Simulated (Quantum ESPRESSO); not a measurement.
# Ta (Im-3m): coupling and resistivity with EPW

Aim: the electron–phonon coupling and the phonon-limited resistivity of Ta (Im-3m), by Wannier interpolation to fine meshes.

Method: DFT PBEsol, scalar-relativistic, plane waves, PseudoDojo 0.4.1 norm-conserving pseudopotentials, in Quantum ESPRESSO 7.5.

**Measured values to reproduce.**

For Ta (bulk crystal), “CRC Handbook of Chemistry and Physics, 84th edition, Electrical Resistivity of Pure Metals” (2003, CRC Press, section 12, read from Wikipedia's data page) quotes earlier work: resistivity at 300 K 13.5 μΩ cm; resistivity at 500 K 22.9 μΩ cm.

“Specific Heats and Enthalpies of Technical Solids at Low Temperatures” (1960, NBS Monograph 21, table 3) quotes from earlier work for Ta (bulk crystal): Sommerfeld coefficient γ (electronic heat capacity coefficient, an early compilation) 5.7 mJ/(mol K²).

For Ta (foil much thicker than the skin depth), “Surface-resistance measurements using superconducting stripline resonators” (2013, arxiv:1309.5331) gives, by microwave stripline resonator: superconducting transition temperature (superconducting transition seen in surface resistance) 4.5 K.

Report form: the programs' logs are mostly left out.

## 1. The structure

It takes space group Im-3m (No. 229, cubic). Conventional cell: a = 3.303 Å, b = 3.303 Å, c = 3.303 Å, α = 90.00°, β = 90.00°, γ = 90.00°. Ta has 8 Ta at 2.86 Å nearest.

## 2. Relaxation

The cell is relaxed under the functional used for all that follows.

relax.in

```
 &control
    calculation='vc-relax',
    prefix='x',
    outdir='./tmp',
    pseudo_dir='./pseudo',
    tprnfor=.true.,
    tstress=.true.,
    etot_conv_thr=1.0d-05,
    forc_conv_thr=4.0d-04,
 /
 &system
    ibrav=0,
    nat=1,
    ntyp=1,
    ecutwfc=58.0,
    occupations='smearing',
    smearing='mv',
    degauss=0.02,
 /
 &electrons
    conv_thr=1.0d-11,
 /
 &ions
 /
 &cell
    press_conv_thr=0.4,
 /
ATOMIC_SPECIES
 Ta    180.9479  Ta.upf
CELL_PARAMETERS angstrom
    -1.651280000    1.651280000    1.651280000
     1.651280000   -1.651280000    1.651280000
     1.651280000    1.651280000   -1.651280000
ATOMIC_POSITIONS crystal
 Ta     0.000000000   0.000000000   0.000000000
K_POINTS automatic
 12 12 12 0 0 0
```

Started as:

```sh
OMP_NUM_THREADS=1 mpirun -n 8 pw.x -nk 8 -in relax.in > relax.out
```

It took 9.9 s on 8 MPI ranks of Arm Neoverse N1, shared host.

Numbers from this step:

```
free energy     : -1770.9546 eV
pressure        : -0.001 GPa
volume per atom : 17.61 Å³/atom
```

The volume ends at 17.61 Å³ an atom, -2.2 % from the start.

## 3. Ground state

Linear response needs a tightly converged ground state.

scf.in

```
 &control
    calculation='scf',
    prefix='x',
    outdir='./tmp',
    pseudo_dir='./pseudo',
    tprnfor=.true.,
    tstress=.true.,
 /
 &system
    ibrav=0,
    nat=1,
    ntyp=1,
    ecutwfc=58.0,
    occupations='smearing',
    smearing='mv',
    degauss=0.02,
 /
 &electrons
    conv_thr=1.0d-12,
 /
ATOMIC_SPECIES
 Ta    180.9479  Ta.upf
CELL_PARAMETERS angstrom
    -1.638896200    1.638896200    1.638896200
     1.638896200   -1.638896200    1.638896200
     1.638896200    1.638896200   -1.638896200
ATOMIC_POSITIONS crystal
 Ta     0.000000000   0.000000000   0.000000000
K_POINTS automatic
 12 12 12 0 0 0
```

Started as:

```sh
OMP_NUM_THREADS=1 mpirun -n 8 pw.x -nk 8 -in scf.in > scf.out
```

Run time: 2.8 s. Hardware: 8 MPI ranks.

Numbers from this step:

```
Fermi energy : 18.76 eV
```

The Fermi level lies at 18.76 eV and the pressure is -0.001 GPa.

## 4. Phonons on the coarse mesh

ph.x gives the dynamical matrices and the changes of the potential on a coarse q mesh, which EPW interpolates.

ph.in

```
phonons
 &inputph
    prefix='x',
    outdir='./tmp',
    tr2_ph=1.0d-14,
    fildyn='x.dyn',
    fildvscf='dvscf',
    ldisp=.true.,
    nq1=4,
    nq2=4,
    nq3=4,
    alpha_mix(1)=0.5,
    amass(1)=180.9479,
 /
```

Started as:

```sh
OMP_NUM_THREADS=1 mpirun -n 8 ph.x -nk 8 -in ph.in > ph.out
```

Wall time 8.9 min (8 MPI ranks); 71 min of CPU time.

This step gave:

| Item | Value |
| --- | --- |
| lowest frequency off the zone centre | 61.44 cm⁻¹ |
| largest magnitude of the acoustic modes at the zone centre, before the sum rule | 3.074 cm⁻¹ |

Frequencies at the irreducible wavevectors:

```csv
q1,q2,q3,star,mode 1 (cm⁻¹),mode 2 (cm⁻¹),mode 3 (cm⁻¹)
0,0,0,1,3.1,3.1,3.1
0,0,0.25,12,61.4,73.9,112.1
0,0,-0.5,6,92.4,141.7,143.3
0,0.25,0.25,24,91,99.9,147.3
0.25,0.25,0.25,2,125.8,125.8,125.8
0.25,0.25,-0.25,6,100.7,100.7,143.9
0.25,-0.5,-0.5,12,108.9,138.6,156
-0.5,-0.5,-0.5,1,167.5,167.5,167.5
```

The lowest mode off the zone centre lies at 61.4 cm⁻¹ and the highest of all solved modes at 167 cm⁻¹, so the solved wavevectors are stable. The acoustic modes at the centre lie within 3.1 cm⁻¹ of zero before the sum rule is imposed.

## 5. Bands for the check

Bands on a path serve later as the test of the Wannier interpolation; inside the frozen window, points that lie on the coarse mesh match by construction, and those between them test it.

bands.in

```
 &control
    calculation='bands',
    prefix='x',
    outdir='./tmp',
    pseudo_dir='./pseudo',
    verbosity='high',
 /
 &system
    ibrav=0,
    nat=1,
    ntyp=1,
    ecutwfc=58.0,
    occupations='smearing',
    smearing='mv',
    degauss=0.02,
    nbnd=29,
 /
 &electrons
    conv_thr=1.0d-10,
 /
ATOMIC_SPECIES
 Ta    180.9479  Ta.upf
CELL_PARAMETERS angstrom
    -1.638896200    1.638896200    1.638896200
     1.638896200   -1.638896200    1.638896200
     1.638896200    1.638896200   -1.638896200
ATOMIC_POSITIONS crystal
 Ta     0.000000000   0.000000000   0.000000000
K_POINTS crystal
70
 0.00000000 0.00000000 0.00000000 0.01428571
 0.02941176 -0.02941176 0.02941176 0.01428571
 0.05882353 -0.05882353 0.05882353 0.01428571
 0.08823529 -0.08823529 0.08823529 0.01428571
[the list of k-points goes on]
```

Started as:

```sh
OMP_NUM_THREADS=1 mpirun -n 8 pw.x -nk 8 -in bands.in > bands.out
```

It took 4.7 s on 8 MPI ranks; 36 s of CPU time.

## 6. States on the coarse mesh

Wannier functions need the states on a full uniform k mesh, and the couplings need it to be a multiple of the q mesh.

nscf.in

```
 &control
    calculation='nscf',
    prefix='x',
    outdir='./tmp',
    pseudo_dir='./pseudo',
    verbosity='high',
 /
 &system
    ibrav=0,
    nat=1,
    ntyp=1,
    ecutwfc=58.0,
    occupations='smearing',
    smearing='mv',
    degauss=0.02,
    nbnd=29,
 /
 &electrons
    conv_thr=1.0d-11,
 /
ATOMIC_SPECIES
 Ta    180.9479  Ta.upf
CELL_PARAMETERS angstrom
    -1.638896200    1.638896200    1.638896200
     1.638896200   -1.638896200    1.638896200
     1.638896200    1.638896200   -1.638896200
ATOMIC_POSITIONS crystal
 Ta     0.000000000   0.000000000   0.000000000
K_POINTS crystal
512
 0.00000000 0.00000000 0.00000000 0.00195312
 0.00000000 0.00000000 0.12500000 0.00195312
 0.00000000 0.00000000 0.25000000 0.00195312
 0.00000000 0.00000000 0.37500000 0.00195312
[the list of k-points goes on]
```

Started as:

```sh
OMP_NUM_THREADS=1 mpirun -n 8 pw.x -nk 8 -in nscf.in > nscf.out
```

It took 32 s on 8 MPI ranks.

This step gave:

```
Fermi energy : 18.74 eV
```

## 7. Wannier functions and couplings

Projections Ta s, p, d start 9 Wannier functions; states up to 2.5 eV over the Fermi level are frozen, and the projected functions are kept without the localisation step. Hamiltonian, force constants and couplings go to real space.

epw1.in

```
--
 &inputepw
    prefix='x',
    outdir='./tmp',
    dvscf_dir='./save',
    elph=.true.,
    etf_mem=1,
    nbndsub=9,
    bands_skipped='exclude_bands = 1-4',
    use_ws=.true.,
    vme='wannier',
    asr_typ='crystal',
    nk1=8,
    nk2=8,
    nk3=8,
    nq1=4,
    nq2=4,
    nq3=4,
    amass(1)=180.9479,
    epwwrite=.true.,
    epwread=.false.,
    wannierize=.true.,
    num_iter=0,
    dis_win_max=58.76,
    dis_froz_max=21.261,
    proj(1)='Ta:s;p;d',
    wdata(1)='dis_num_iter = 600',
    wdata(2)='guiding_centres = .true.',
    wdata(3)='num_print_cycles = 50',
    wdata(4)='dis_mix_ratio = 0.7',
    band_plot=.true.,
    filkf='path.dat',
    filqf='path.dat',
    fsthick=100.0,
    efermi_read=.true.,
    fermi_energy=18.7605,
 /
```

Started as:

```sh
OMP_NUM_THREADS=1 mpirun -n 8 epw.x -nk 8 -in epw1.in > epw1.out
```

Wall time 6.8 min (8 MPI ranks).

Numbers from this step:

* r.m.s. error of the interpolated bands from 2 eV under to 1 eV over the Fermi level: 9.3 meV
* largest error in that range: 52 meV
* lowest interpolated frequency on the path: 0 cm⁻¹

The electronic bands at the labelled points (eV, zero at the Fermi level; # counts the bands kept):

```csv
point,#1,#2,#3,#4,#5,#6
Γ,-8.00,0.73,0.73,0.73,4.08,4.08
0.53 of the way,-3.43,-1.33,1.46,1.46,3.54,5.06
H,-3.94,-3.94,7.04,7.04,7.04,8.80
halfway,-3.04,-1.95,1.13,1.75,7.52,8.17
N,-4.48,-1.61,1.72,3.97,5.04,8.05
halfway,-5.67,-0.60,-0.10,3.41,3.48,4.27
Γ,-8.00,0.73,0.73,0.73,4.08,4.08
halfway,-4.57,-1.05,-1.05,4.18,4.18,5.52
P,-1.23,-1.23,-1.23,5.22,5.22,7.24
halfway,-1.74,-1.74,-1.55,4.57,4.57,9.66
H,-3.94,-3.94,7.04,7.04,7.04,8.80
```

The same for Wannier interpolation:

```csv
point,#1,#2,#3,#4,#5,#6
Γ,-8.00,0.73,0.73,0.73,4.49,4.49
H,-3.94,-3.94,7.04,7.04,7.04,10.25
N,-4.48,-1.61,1.72,4.07,5.16,8.05
Γ,-8.00,0.73,0.73,0.73,4.49,4.49
P,-1.23,-1.23,-1.23,5.22,5.22,7.24
H,-3.94,-3.94,7.04,7.04,7.04,10.25
```

The phonon branches at the labelled points (cm⁻¹):

```csv
point,branch 1,branch 2,branch 3
Γ,0,0,0
0.53 of the way,109,109,142
H,167,167,167
halfway,109,139,156
N,92,142,143
halfway,61,74,112
Γ,0,0,0
halfway,61,61,137
P,126,126,126
halfway,103,134,134
H,167,167,167
```

Near the Fermi level the interpolated bands miss those of pw.x by 9 meV r.m.s. and 52 meV at most, each level matched to the nearest interpolated one; the r.m.s. value is under the 60 meV set for going on.

## 8. Coupling and Tc: fine k 20×20×20, q 10×10×10, width 0.15 eV, window 0.61 eV

The couplings are interpolated to a fine mesh near the Fermi level; their sum gives α²F and λ, and the linearised gap equation gives Tc.

a2f-1.in

```
--
 &inputepw
    prefix='x',
    outdir='./tmp',
    dvscf_dir='./save',
    elph=.true.,
    etf_mem=1,
    nbndsub=9,
    bands_skipped='exclude_bands = 1-4',
    use_ws=.true.,
    vme='wannier',
    asr_typ='crystal',
    nk1=8,
    nk2=8,
    nk3=8,
    nq1=4,
    nq2=4,
    nq3=4,
    amass(1)=180.9479,
    epwwrite=.false.,
    epwread=.true.,
    wannierize=.false.,
    nkf1=20,
    nkf2=20,
    nkf3=20,
    nqf1=10,
    nqf2=10,
    nqf3=10,
    mp_mesh_k=.true.,
    ephwrite=.true.,
    eliashberg=.true.,
    liso=.true.,
    limag=.true.,
    tc_linear=.true.,
    tc_linear_solver='lapack',
    fsthick=0.61,
    degaussw=0.15,
    degaussq=0.5,
    nqstep=500,
    muc=0.13,
    wscut=0.3,
    nsiter=500,
    nstemp=7,
    temps=0.5 1.0 2.0 4.0 8.0 16.0 32.0,
 /
```

Started as:

```sh
OMP_NUM_THREADS=1 mpirun -n 8 epw.x -nk 8 -in a2f-1.in > a2f-1.out
```

It took 4.5 min on 8 MPI ranks; 36 min of CPU time.

This step gave:

```yaml
coupling_constant_lambda: 1.120
log_mean_phonon_energy_omega_log: 11.58 meV
density_of_states_at_the_fermi_level: 0.6292 states/eV a spin and cell
fermi_level_on_the_fine_mesh: 18.74 eV
```

A2F against phonon energy; read off at these points:

phonon energy (meV), a2F and a bar:
```
      1.0       0.00 
      2.0       0.02 
      3.0       0.03 #
      4.0       0.06 #
      5.0       0.03 #
      6.0       0.13 ###
      6.8       0.19 ####
      7.0       0.17 ###
      8.0       0.13 ##
      8.6       0.43 ########
      9.0       0.40 ########
     10.0       0.30 ######
     11.0       0.81 ################
     12.0       0.51 ##########
     13.0       0.43 ########
     13.4       0.51 ##########
     14.0       0.40 ########
     15.0       0.41 ########
     16.0       0.45 #########
     17.0       1.35 ##########################
     17.4       1.57 ##############################
     18.0       1.13 ######################
     19.0       0.20 ####
     20.0       0.07 #
     21.0       0.01 
     22.0       0.00
```

λ = 1.12 and ħω_log = 11.6 meV. The eigenvalue passes 1 near 12 K.

## 9. Resistivity: fine k 24×24×24, q 12×12×12, adaptive width, window 0.32 eV

The Boltzmann equation is solved by iteration on a fine mesh; only states within the window around the Fermi level enter.

bte-1.in

```
--
 &inputepw
    prefix='x',
    outdir='./tmp',
    dvscf_dir='./save',
    elph=.true.,
    etf_mem=1,
    nbndsub=9,
    bands_skipped='exclude_bands = 1-4',
    use_ws=.true.,
    vme='wannier',
    asr_typ='crystal',
    nk1=8,
    nk2=8,
    nk3=8,
    nq1=4,
    nq2=4,
    nq3=4,
    amass(1)=180.9479,
    epwwrite=.false.,
    epwread=.true.,
    wannierize=.false.,
    nkf1=24,
    nkf2=24,
    nkf3=24,
    nqf1=12,
    nqf2=12,
    nqf3=12,
    mp_mesh_k=.true.,
    scattering=.true.,
    iterative_bte=.true.,
    epmatkqread=.false.,
    assume_metal=.true.,
    int_mob=.false.,
    carrier=.false.,
    ngaussw=-99,
    mob_maxiter=200,
    broyden_beta=0.7,
    fsthick=0.32,
    degaussw=0.0,
    nstemp=6,
    temps=150 200 273 300 400 500,
    restart=.false.,
    selecqread=.false.,
 /
```

Started as:

```sh
OMP_NUM_THREADS=1 mpirun -n 8 epw.x -nk 8 -in bte-1.in > bte-1.out
```

Elapsed: 7.7 min, on 8 MPI ranks.

Numbers from this step:

```yaml
iterations: 23
resistivity_at_300_k: 14.57 μΩ cm
```

Resistivity, by row:

```csv
T (K),rho_xx (μΩ cm),rho_yy,rho_zz,"relaxation-time approximation, mean of the axes (μΩ cm)"
150,6.871,6.871,6.871,7.366
200,9.547,9.547,9.547,10.23
273,13.28,13.28,13.28,14.18
300,14.57,14.57,14.57,15.53
400,19.04,19.04,19.04,20.18
500,23.34,23.34,23.34,24.64
```

ρ(300 K) = 14.6 μΩ cm; the relaxation-time start gave 15.5. One mesh does not show convergence. The largest adaptive width printed is 0.59 eV, against a window of 0.32 eV outside which no state is counted.

## 10. Coupling and Tc, input with a fault, fine q mesh 14×14×14, fine mesh 14×14×14

A variant of the settings follows.

bad.in

```
--
 &inputepw
    prefix='x',
    outdir='./tmp',
    dvscf_dir='./save',
    elph=.true.,
    etf_mem=1,
    nbndsub=9,
    bands_skipped='exclude_bands = 1-4',
    use_ws=.true.,
    vme='wannier',
    asr_typ='crystal',
    nk1=8,
    nk2=8,
    nk3=8,
    nq1=4,
    nq2=4,
    nq3=4,
    amass(1)=180.9479,
    epwwrite=.false.,
    epwread=.true.,
    wannierize=.false.,
    nkf1=14,
    nkf2=14,
    nkf3=14,
    nqf1=14,
    nqf2=14,
    nqf3=14,
    mp_mesh_k=.true.,
    ephwrite=.true.,
    eliashberg=.true.,
    liso=.true.,
    limag=.true.,
    tc_linear=.true.,
    tc_linear_solver='lapack',
    fsthick=0.4,
    degaussw=0.6,
    degaussq=0.5,
    nqstep=500,
    muc=0.13,
    wscut=0.3,
    nsiter=500,
    nstemp=7,
    temps=0.5 1.0 2.0 4.0 8.0 16.0 32.0,
 /
```

Started as:

```sh
OMP_NUM_THREADS=1 mpirun -n 8 epw.x -nk 8 -in bad.in > bad.out
```

It took 0.63 s on 8 MPI ranks.

The program refused the input before any cycle.

The program's message: “Error in routine readin (1): degaussw too close to fsthick”

The fault put into the input: a delta width larger than the window.

## 11. Resistivity: fine k 32×32×32, q 16×16×16, adaptive width, window 0.32 eV

At these temperatures only states within a few k_B T of the Fermi level carry current, so the mesh must be dense; it is refined.

bte-2.in

```
--
 &inputepw
    prefix='x',
    outdir='./tmp',
    dvscf_dir='./save',
    elph=.true.,
    etf_mem=1,
    nbndsub=9,
    bands_skipped='exclude_bands = 1-4',
    use_ws=.true.,
    vme='wannier',
    asr_typ='crystal',
    nk1=8,
    nk2=8,
    nk3=8,
    nq1=4,
    nq2=4,
    nq3=4,
    amass(1)=180.9479,
    epwwrite=.false.,
    epwread=.true.,
    wannierize=.false.,
    nkf1=32,
    nkf2=32,
    nkf3=32,
    nqf1=16,
    nqf2=16,
    nqf3=16,
    mp_mesh_k=.true.,
    scattering=.true.,
    iterative_bte=.true.,
    epmatkqread=.false.,
    assume_metal=.true.,
    int_mob=.false.,
    carrier=.false.,
    ngaussw=-99,
    mob_maxiter=200,
    broyden_beta=0.7,
    fsthick=0.32,
    degaussw=0.0,
    nstemp=6,
    temps=150 200 273 300 400 500,
    restart=.false.,
    selecqread=.false.,
 /
```

Started as:

```sh
OMP_NUM_THREADS=1 mpirun -n 8 epw.x -nk 8 -in bte-2.in > bte-2.out
```

The job ended after 21 min (8 MPI ranks; 2.8 h of CPU time).

Numbers from this step:

```
resistivity at 300 K : 13.40 μΩ cm
```

Resistivity, by row:

```csv
T (K),rho_xx (μΩ cm),rho_yy,rho_zz,"relaxation-time approximation, mean of the axes (μΩ cm)"
150,5.992,5.992,5.992,6.257
200,8.386,8.386,8.386,8.77
273,12.04,12.04,12.04,12.63
300,13.4,13.4,13.4,14.07
400,18.37,18.37,18.37,19.36
500,23.21,23.21,23.21,24.52
```

ρ(300 K) = 13.4 μΩ cm, against 14.6 before (-8 %); the relaxation-time start gave 14.1. The largest adaptive width printed is 0.47 eV, against a window of 0.32 eV outside which no state is counted.

## 12. Coupling and Tc: fine k 32×32×32, q 16×16×16, width 0.1 eV, window 0.41 eV

The sum is repeated with other meshes, delta width and window to test it.

a2f-2.in

```
--
 &inputepw
    prefix='x',
    outdir='./tmp',
    dvscf_dir='./save',
    elph=.true.,
    etf_mem=1,
    nbndsub=9,
    bands_skipped='exclude_bands = 1-4',
    use_ws=.true.,
    vme='wannier',
    asr_typ='crystal',
    nk1=8,
    nk2=8,
    nk3=8,
    nq1=4,
    nq2=4,
    nq3=4,
    amass(1)=180.9479,
    epwwrite=.false.,
    epwread=.true.,
    wannierize=.false.,
    nkf1=32,
    nkf2=32,
    nkf3=32,
    nqf1=16,
    nqf2=16,
    nqf3=16,
    mp_mesh_k=.true.,
    ephwrite=.true.,
    eliashberg=.true.,
    liso=.true.,
    limag=.true.,
    tc_linear=.true.,
    tc_linear_solver='lapack',
    fsthick=0.41,
    degaussw=0.1,
    degaussq=0.5,
    nqstep=500,
    muc=0.13,
    wscut=0.3,
    nsiter=500,
    nstemp=7,
    temps=0.5 1.0 2.0 4.0 8.0 16.0 32.0,
 /
```

Started as:

```sh
OMP_NUM_THREADS=1 mpirun -n 8 epw.x -nk 8 -in a2f-2.in > a2f-2.out
```

Elapsed: 28 min, on 8 MPI ranks.

This step gave:

* coupling constant λ: 1.099
* log mean phonon energy ħω_log: 11.29 meV
* density of states at the Fermi level: 0.6298 states/eV a spin and cell
* Fermi level on the fine mesh: 18.75 eV

A2F against phonon energy; read off at these points:

```csv
phonon energy (meV),a2F
0.50,0.00114
1.00,0.00524
1.50,0.00700
2.00,0.00910
2.50,0.0173
3.00,0.0308
3.50,0.0336
4.00,0.0537
4.50,0.0515
5.00,0.0699
5.50,0.0892
6.00,0.120
6.50,0.128
7.00,0.141
7.50,0.203
8.00,0.232
8.50,0.221
9.00,0.242
9.50,0.306
10.00,0.363
10.50,0.548
11.00,0.786
11.19,0.825
11.50,0.750
12.00,0.503
12.50,0.393
13.00,0.353
13.50,0.442
14.00,0.423
14.50,0.343
15.00,0.420
15.50,0.500
16.00,0.467
16.50,0.694
17.00,1.23
17.50,1.50
17.58,1.50
18.00,1.09
18.50,0.439
19.00,0.171
19.50,0.100
20.00,0.0794
20.50,0.0401
21.00,0.00760
21.50,3.8e-4
22.00,0
```

Tc lies where the eigenvalue is 1; mu* = 0.13. Eigenvalue against temperature:

```csv
T (K),largest eigenvalue of the linearised gap equation
0.5,3.87
1,3.216
2,2.569
4,1.932
8,1.31
16,0.7267
32,0.2641
```

λ = 1.10 and ħω_log = 11.3 meV, against 1.12 and 11.6 with fine k 20×20×20, q 10×10×10, width 0.15 eV (-2 % in λ). The eigenvalue passes 1 near 12 K.

[end of part 1 of 2]

[The logs of pw.x and epw.x are selected lines.]

[Logs are printed without paths, hosts, clocks, repeated set-up lines and the standing remarks that a program may print on its own settings, such as how far it seeks lower states.]

[Hosts, paths, dates, database ids (printed as entryN), source tags and the programs' standing remarks are cut or masked in the printed files.]
